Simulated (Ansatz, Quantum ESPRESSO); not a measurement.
# MoGe2N4, 1 layer: the energy at a withheld member of a series

How the rows were computed: Quantum ESPRESSO 7.5, PBE, GBRV ultrasoft. Cell and atoms are first relaxed; each strained cell is then held and the atoms relax in it. A periodic run with 15 Å of vacuum in the starting cell gives the vacuum levels, and bands follow along a path. The series steps biaxial strain. Energies count from the lowest.

| biaxial strain | energy (eV) |
| --- | --- |
| -4 % | 0.5041 |
| -3 % | 0.2795 |
| -2 % | 0.1231 |
| -1 % | 0.0311 |
| 1 % | 0.0257 |
| 2 % | 0.1048 |
| 3 % | 0.2337 |
| 4 % | 0.4084 |

One more run was made and is withheld. What is the energy at 0 %?

**Fit.** The rows at -1 % and 1 % give a slope of (0.0257 − (0.0311))/(1 − (−1)) = −0.0027, so a straight line gives 0.0284 eV. A parabola through these and the row at -2 % gives −0.0014 eV.

What the calculation gave: 0.0000 eV. The line misses by +0.0284 and the parabola by −0.0014 eV. The parabola does better.

**Limits.** Semilocal gaps are too small; the 1×1 cell can't ripple over many cells under compression as a free sheet would. No spin-orbit coupling.
